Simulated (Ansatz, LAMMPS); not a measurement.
# Relaxing a frame of liquid (Li,Na,Cs)(Cl,I) from 1200 K (60 atoms), part 3 of 3

How does a frame of liquid (Li,Na,Cs)(Cl,I) from 1200 K (60 atoms) relax, and what do bonds, charges and levels look like afterwards?

Ansatz 0.2.0; Kohn-Sham DFT, PBE, PAW (set soft_2), plane waves.

The cell: 10 Li, 16 Na, 4 Cs, 21 Cl and 9 I. The starting topology of bonds comes from the classical model. The ion parameters were fitted for water, not for melts. Only the Γ point is sampled, in a cell whose shortest periodic width is 13 Å. Spin–orbit coupling is left out.

So far, density (g/cm³): step 5 (structure statistics after relaxation) 2.17.

### Step 6. Single point at the relaxed geometry

One more single point at the end of the walk gives the fuller output and checks the residual forces.

Input file input.yaml:

```yaml
crystal:
  lattice:
    - [12.9684, 0.0, 0.0]
    - [0.0, 12.9684, 0.0]
    - [0.0, 0.0, 12.9684]
  atoms:
    - { symbol: Li, position: [0.41076, 0.05134, 0.68929] }
    - { symbol: Li, position: [0.78221, 0.07339, 0.5866] }
    - { symbol: Li, position: [0.413, 0.42926, 0.40081] }
    - { symbol: Li, position: [0.58461, 0.65262, 0.32304] }
    - { symbol: Li, position: [0.60387, 0.87691, 0.59192] }
    - { symbol: Li, position: [0.34056, 0.11189, 0.43998] }
    - { symbol: Li, position: [0.76013, 0.78635, 0.2545] }
    - { symbol: Li, position: [0.20145, 0.41363, 0.89977] }
    - { symbol: Li, position: [0.05849, 0.68314, 0.03041] }
    - { symbol: Li, position: [0.08779, 0.00127, 0.61564] }
    - { symbol: Na, position: [0.74039, 0.45332, 0.82451] }
    - { symbol: Na, position: [0.07442, 0.95706, 0.93441] }
    - { symbol: Na, position: [0.93524, 0.02676, 0.1923] }
    - { symbol: Na, position: [0.68044, 0.51074, 0.52495] }
    - { symbol: Na, position: [0.71185, 0.51901, 0.15507] }
    - { symbol: Na, position: [0.15959, 0.6879, 0.77367] }
    - { symbol: Na, position: [0.88199, 0.75461, 0.67034] }
    - { symbol: Na, position: [0.46909, 0.27594, 0.98238] }
    - { symbol: Na, position: [0.49025, 0.60831, 0.71304] }
    - { symbol: Na, position: [0.04018, 0.22741, 0.01764] }
    - { symbol: Na, position: [0.30693, 0.17167, 0.18698] }
    - { symbol: Na, position: [0.9998, 0.41975, 0.68915] }
    - { symbol: Na, position: [0.2037, 0.86654, 0.19177] }
    - { symbol: Na, position: [0.36051, 0.33734, 0.6973] }
    - { symbol: Na, position: [0.53808, 0.93916, 0.2783] }
    - { symbol: Na, position: [0.35081, 0.84814, 0.48131] }
    - { symbol: Cs, position: [0.65866, 0.98477, 0.94187] }
    - { symbol: Cs, position: [0.02241, 0.53744, 0.36339] }
    - { symbol: Cs, position: [0.39807, 0.58803, 0.06729] }
    - { symbol: Cs, position: [0.67116, 0.22486, 0.29508] }
    - { symbol: Cl, position: [0.27351, 0.34277, 0.04741] }
    - { symbol: Cl, position: [0.19771, 0.77575, 0.9847] }
    - { symbol: Cl, position: [0.60851, 0.43905, 0.98123] }
    - { symbol: Cl, position: [0.61531, 0.72465, 0.15635] }
    - { symbol: Cl, position: [0.03052, 0.60974, 0.61662] }
    - { symbol: Cl, position: [0.33641, 0.98114, 0.31253] }
    - { symbol: Cl, position: [0.4596, 0.18368, 0.79695] }
    - { symbol: Cl, position: [0.4741, 0.46007, 0.56786] }
    - { symbol: Cl, position: [0.26379, 0.02937, 0.58179] }
    - { symbol: Cl, position: [0.54716, 0.47391, 0.29057] }
    - { symbol: Cl, position: [0.75232, 0.92289, 0.68085] }
    - { symbol: Cl, position: [0.70317, 0.62019, 0.70492] }
    - { symbol: Cl, position: [0.90389, 0.06812, 0.98286] }
    - { symbol: Cl, position: [0.32277, 0.27682, 0.37503] }
    - { symbol: Cl, position: [0.05387, 0.87501, 0.74039] }
    - { symbol: Cl, position: [0.31137, 0.52516, 0.80686] }
    - { symbol: Cl, position: [0.14051, 0.05902, 0.11619] }
    - { symbol: Cl, position: [0.73732, 0.96643, 0.23674] }
    - { symbol: Cl, position: [0.7662, 0.62476, 0.36175] }
    - { symbol: Cl, position: [0.55129, 0.7882, 0.44109] }
    - { symbol: Cl, position: [0.50269, 0.12249, 0.11922] }
    - { symbol: I, position: [0.55591, 0.08217, 0.51896] }
    - { symbol: I, position: [0.00053, 0.52382, 0.91352] }
    - { symbol: I, position: [0.13735, 0.25036, 0.77788] }
    - { symbol: I, position: [0.96992, 0.77726, 0.18685] }
    - { symbol: I, position: [0.43823, 0.83804, 0.73441] }
    - { symbol: I, position: [0.89682, 0.35264, 0.17351] }
    - { symbol: I, position: [0.95226, 0.0549, 0.46219] }
    - { symbol: I, position: [0.79386, 0.31764, 0.62837] }
    - { symbol: I, position: [0.28232, 0.66655, 0.32854] }
kpoints:
  mp_grid: { grid: [1, 1, 1] }
hamiltonian:
  xc: pbe
scf:
  occupations: { method: fixed }
output:
  forces: true
  stress: true
  populations: true
  dos:
    method: { smearing: { sigma: 0.1 } }
    de: 0.1
    projected: { site_lists: { Cl: [Cl], Cs: [Cs], I: [I], Li: [Li], Na: [Na] } }
  eigenvalues: true
  write_density: true
  write_potential: true
  volumetric_format: npy
```

Started as:

```
> ansatz run input.yaml --threads 4 --pin off --max-ram 8192MiB --backend cpu --events-out ev --progress --plain --runs-dir out
```

Numbers of over 12 decimals in the logs are rounded to 6 here.

The program printed:

```text
[...]
Crystal: 60 atoms, lattice volume = 2181.018 Å³
Basis set: ecut = 420 eV, 42691 PW (Γ), exchange–correlation on 180×180×180 points (8 copies of the dense FFT grid, shifted against one another)
Bands: 315, of which v1, the nominal top of the filled ones, is band 255 counted from 1 (254 counted from 0)
Symmetry: 1 space group operations
[...]
k-points: 1
[...]
SCF iter   1: F=—  HF=-138894.242832 eV  |F-HF|=—  |Δ(HF+E_count)|=         —  Δρ=6.35e-4  dr2=4.15e-2  ethr=1.77e-3  ⟨swp⟩=7.0  Hψ=996  notcnv=0  defer=55
[...]
SCF iter   7: F=-138894.236583 eV  HF=-138894.236583 eV  |F-HF|=1.04e-8  |Δ(HF+E_count)|=   6.06e-7  Δρ=1.16e-6  dr2=4.15e-8  ethr=1.96e-11  ⟨swp⟩=26.0  Hψ=3222  notcnv=0
SCF 1 converged in 7 iterations: F = -138894.236583 eV  dr2 = 4.15e-8
[...]
WARN: The input density's exchange-correlation potential varies sharply where the density is thin. Do not read a vacuum level from v_tot or v_xc, or from such a field of the output density. On a cell that repeats whose density bears no net charge and no dipole along the vacuum's axis use v_es (v_loc + v_h of the components); [...]
SCF converged after 7 iterations
Free energy (F): -138894.236583 eV
[...]
Internal energy: -138894.236583 eV  (E = F + TS)
E sigma→0 (E₀):  -138894.236583 eV
Fermi energy:    0.563421 eV
[...]
--- Forces (eV/Å), atoms counted from 1 ---
  atom   1  Li    -0.00469882    -0.00240358    -0.00168922
  atom   2  Li     0.00119124    -0.00124333     0.00093150
  atom   3  Li     0.00381440    -0.00469482     0.00151971
  atom   4  Li     0.00527909     0.00006780    -0.00164384
  atom   5  Li    -0.00028221     0.00409698    -0.00152442
  atom   6  Li     0.00164652     0.00212205    -0.00118884
  atom   7  Li     0.00236285    -0.00202178    -0.00122401
  atom   8  Li    -0.00079538    -0.00159559     0.00527328
  atom   9  Li     0.00185139    -0.00993997    -0.01263474
  atom  10  Li     0.00295863    -0.00024603    -0.00316825
  atom  11  Na     0.00576115     0.00228617    -0.00001272
  atom  12  Na     0.00679656    -0.00648101     0.00316260
  atom  13  Na    -0.00109461     0.00355311    -0.00365744
  atom  14  Na     0.00635759     0.00278947     0.00518890
[...]
atom  59  I     -0.00055760    -0.00434645     0.00012216
  atom  60  I     -0.00516907     0.00459615    -0.00421069
  max |Σ_I F_I| component: 1.55e-4 eV/Å
--- Stress (GPa, compression-positive) ---
       -0.294749      -0.016540      -0.146632
       -0.016540      -0.622774      -0.005704
       -0.146632      -0.005704      -0.308591
  P = ⅓ Tr σ = -0.4087 GPa (-4.087 kbar)
--- Band table (eV) ---
[...]
--- Löwdin populations: 60 sites ---
  site symbol       q [e]
     0     Li      2.3208
     1     Li      2.3268
     2     Li      2.2881
[...]
59      I     17.6338
  spilling = 0.002990 (of n_electrons = 510.000000)
```

Run time: 43 s. Hardware: 4 threads of Arm Neoverse N1, shared host; peak memory 2.4 GiB.

The program notes that the exchange-correlation potential is rough where the density is thin.

Numbers from this run:

- free energy: -138894.2366 eV
- free energy per atom: -2314.9039 eV/atom
- SCF cycles: 7
- pressure: -0.4087 GPa
- r.m.s. force component: 0.00392 eV/Å
- longest force: 0.0215 eV/Å
- Fermi energy: 0.5634 eV
- gap (highest filled to lowest empty level): 3.398 eV
- spilling of the projection: 0.00299

Löwdin charges by element (they lack the spilled electrons, 0.025 e an atom on average):

```csv
element,coordination,atoms,mean charge (e),spread,least,most
Cl,all,21,-0.693,0.0129,-0.716,-0.669
Cs,all,4,0.812,0.0167,0.795,0.839
I,all,9,-0.604,0.0258,-0.654,-0.577
Li,all,10,0.683,0.0163,0.654,0.712
Na,all,16,0.715,0.0164,0.673,0.746
```

States in the cell by windows of 1 eV, zero at the Fermi level; the larger projections on atomic orbitals stand beside the total:

| from (eV) | to (eV) | total | Cl p | I p | Na s | Cs p |
| --- | --- | --- | --- | --- | --- | --- |
| -10 | -8 | 0.0 | 0.0 | 0.0 | 0.0 | 0.0 |
| -8 | -7 | 21.0 | 0.2 | 0.1 | 0.0 | 20.5 |
| -7 | -6 | 3.0 | 0.0 | 0.0 | 0.0 | 3.0 |
| -6 | -4 | 0.0 | 0.0 | 0.0 | 0.0 | 0.0 |
| -4 | -3 | 0.2 | 0.1 | 0.0 | 0.0 | 0.0 |
| -3 | -2 | 53.7 | 46.8 | 3.0 | 1.8 | 0.1 |
| -2 | -1 | 82.8 | 68.1 | 12.0 | 0.9 | 0.2 |
| -1 | 0 | 42.2 | 6.1 | 34.9 | 0.4 | 0.1 |
| 0 | 1 | 1.2 | 0.0 | 1.2 | 0.0 | 0.0 |
| 1 | 3 | 0.0 | 0.0 | 0.0 | 0.0 | 0.0 |
| 3 | 4 | 2.0 | 0.0 | 0.0 | 1.0 | 0.0 |
| 4 | 5 | 13.2 | 0.6 | 0.4 | 5.8 | 0.0 |

With fixed occupations the program's Fermi level is the highest filled level; weight inside the gap is the broadening of levels at its edges.

Between -26 and -10 eV lie 164 more states.

About 143 of the 510 electrons lie in deeper levels, below the stored range.

The levels nearest the highest filled one (over half full), pooled over k-points and spins:

```
level less the highest filled one (eV)  occupation
                                -0.465           2
                                -0.399           2
                                -0.358           2
                                -0.292           2
                                -0.148           2
                                     0           2
                                  3.40           0
                                  4.61           0
                                  4.63           0
                                  4.65           0
                                  4.73           0
                                  4.82           0
```

Valence density in the ac plane at fractional y = 0.524, with atoms of Na and Cs and Cl and I within 0.2 Å of it. It is the smooth field of the valence electrons, not physical close to the nuclei.

Values in units of 1e0 e/Å³, 13 rows by 16 columns, each cell a mean:
```
5.2 0.4 0.1 0.0 0.0 0.1 0.1 0.0 0.1 0.2 0.2 0.0 0.0 0.0 0.2 3.3
5.8 0.4 0.1 0.1 0.6 0.7 0.1 0.0 0.0 0.0 0.0 0.0 0.0 0.0 0.2 3.6
0.2 0.1 0.0 0.2 1.3 1.3 0.4 0.0 0.0 0.0 0.0 0.1 0.1 0.0 0.1 0.2
0.1 0.0 0.0 0.1 0.4 0.5 0.1 0.0 0.0 0.0 0.1 0.2 0.1 0.0 0.0 0.0
0.3 0.1 0.0 0.0 0.0 0.0 0.1 0.2 0.1 0.0 0.1 0.1 0.0 0.0 0.0 0.1
0.2 0.1 0.0 0.0 0.0 0.0 0.2 0.7 0.4 0.1 2.2 2.3 0.0 0.0 0.0 0.1
0.1 0.1 0.0 0.0 0.0 0.0 0.1 0.2 0.1 0.1 3.4 3.6 0.0 0.0 0.0 0.1
0.8 0.6 0.1 0.0 0.0 0.0 0.0 0.0 0.1 0.0 0.0 0.1 0.1 0.0 0.1 0.6
0.7 0.8 0.1 0.0 0.0 0.0 0.0 0.1 0.7 0.5 0.1 0.1 0.1 0.1 0.1 0.8
0.3 0.1 0.0 0.0 0.0 0.0 0.0 0.2 0.9 0.7 0.1 0.0 0.0 0.0 0.0 0.1
0.0 0.0 0.0 0.0 0.0 0.0 0.1 0.1 0.1 0.1 0.7 7.4 0.8 0.0 0.0 0.0
0.0 0.0 0.0 0.0 0.0 0.3 0.7 0.3 0.0 0.0 0.4 3.9 0.4 0.0 0.0 0.0
0.2 0.1 0.0 0.0 0.0 0.3 0.7 0.3 0.1 0.2 0.1 0.0 0.0 0.0 0.0 0.1
```
Columns run along a (13.0 Å), rows up along c (13.0 Å). Atoms in or near the plane, at fractional coordinates: Na at (0.68, 0.52), Na at (0.71, 0.16), Cs at (0.02, 0.36), Cl at (0.31, 0.81), I at (0.00, 0.91).

Electrostatic potential energy in the ac plane at fractional y = 0.524, with atoms of Na and Cs and Cl and I within 0.2 Å of it. With pseudopotentials it is smooth inside the atoms' cores, unlike the true potential.

Values in eV, 13 rows by 16 columns, each cell a mean:
```
 -8  -3   5   5   5   4   3   4   6   5   5   5   5   5   2 -10
 -8  -4   5   4  -4  -6   5   6   6   6   5   2   2   4   1 -10
  2   5   5   3 -19 -22   0   4   4   5   4   1   1   4   5   3
  4   5   6   6   1  -1   4   2   2   4   5   4   5   5   5   4
  3   5   6   6   6   6   5   3   3   5   4   4   6   6   6   5
  4   6   6   6   6   6   5  -5   1   3  -9 -10   3   5   6   6
  2   4   5   6   6   6   5   4   5   2 -13 -13   2   5   5   4
-19 -11   3   6   6   5   4   5   5   5   4   4   5   5   3 -11
-21 -16   3   6   6   5   5   4  -4  -2   5   6   6   6   3 -17
 -4   1   5   6   6   6   6   5 -10  -6   4   3   4   6   5   1
  5   5   6   6   5   4   3   4   5   4  -4 -18  -5   4   6   6
  6   6   6   5   4  -4 -14  -4   4   5  -2 -13  -3   5   6   6
  3   5   5   5   4  -5 -15  -4   4   5   5   4   4   6   6   4
```
Columns run along a (13.0 Å; values clipped at the 3rd and 97th percentile), rows up along c (13.0 Å). Atoms in or near the plane, at fractional coordinates: Na at (0.68, 0.52), Na at (0.71, 0.16), Cs at (0.02, 0.36), Cl at (0.31, 0.81), I at (0.00, 0.91).

Mean Löwdin charges: Cl -0.69, Cs +0.81, I -0.60, Li +0.68, Na +0.72 e. The largest share in the top eV of filled states is I p (84 % of the projected weight), and in the lowest eV of empty states Na s (50 % of the projected weight).

The surroundings of Cs30, one of the 4 Cs atoms, nearest first, numbered as they follow in the input and with coordinates relative to it.

```
atom      x      y      z  distance (Å)  bonds  Löwdin charge (e)
Cs30   0.00   0.00   0.00          0.00      5               0.79
Cl51  -2.18  -1.33  -2.28          3.43      5              -0.72
Cl48   0.86  -3.35  -0.76          3.54      5              -0.70
Cl40  -1.61   3.23  -0.06          3.61      5              -0.68
 I57   2.93   1.66  -1.58          3.71      4              -0.65
 I52  -1.49  -1.85   2.90          3.75      6              -0.58
Na25  -1.73  -3.71  -0.22          4.09      5               0.72
Na15   0.53   3.81  -1.82          4.26      5               0.71
Na13   3.42  -2.57  -1.33          4.48      5               0.70
 Li3  -3.35   2.65   1.37          4.48      3               0.71
 Li2   1.44  -1.96   3.78          4.50      4               0.67
```

The column of bonds counts only the pairs Cl-Na within 3.27 Å, Cl-Li within 2.88 Å, Cl-Cs within 4.05 Å, Na-I within 3.88 Å, Li-I within 3.43 Å, I-Cs within 4.48 Å; other neighbours, such as metal atoms beside each other in a compound, aren't counted, and periodic images can show an atom twice.

### Step 7. Outcome

| Item | Value |
| --- | --- |
| energy change in the relaxation | -118.1 meV/atom |
| r.m.s. displacement | 0.962 Å |
| largest displacement | 2.464 Å |
| free energy per atom | -2314.9039 eV/atom |
| pressure | -0.4087 GPa |
| r.m.s. force component | 0.00392 eV/Å |
| gap (highest filled to lowest empty level) | 3.398 eV |
| wall time of the 3 DFT runs | 12 min |

Relaxation lowers the energy by 118 meV/atom and moves atoms by 0.96 Å r.m.s.; the r.m.s. force component goes from 0.34 to 0.0039 eV/Å, the pressure goes from -0.49 to -0.41 GPa, and the gap from 2.74 to 3.40 eV. First to last step the energy falls by 7.086 eV; the largest move, 2.46 Å, is that of Cl43. The Cl-Li bonds go from 2.522 Å (spread 0.138) to 2.358 Å (spread 0.052), and their number from 21 to 23. The highest filled and lowest empty levels differ by 3.40 eV (at Γ alone); a semilocal functional tends to put such gaps too low. In a disordered cell it changes from sample to sample and from frame to frame.

What to keep in mind: The network of bonds at the start is that of the classical potential that made the cell; in DFT atoms moved by 0.96 Å r.m.s.

[Logs are printed without paths, hosts, clocks, repeated set-up lines and the standing remarks that a program may print on its own settings, such as how far it seeks lower states.]

[Hosts, paths, dates, database ids (printed as entryN), source tags and the programs' standing remarks are cut or masked in the printed files.]
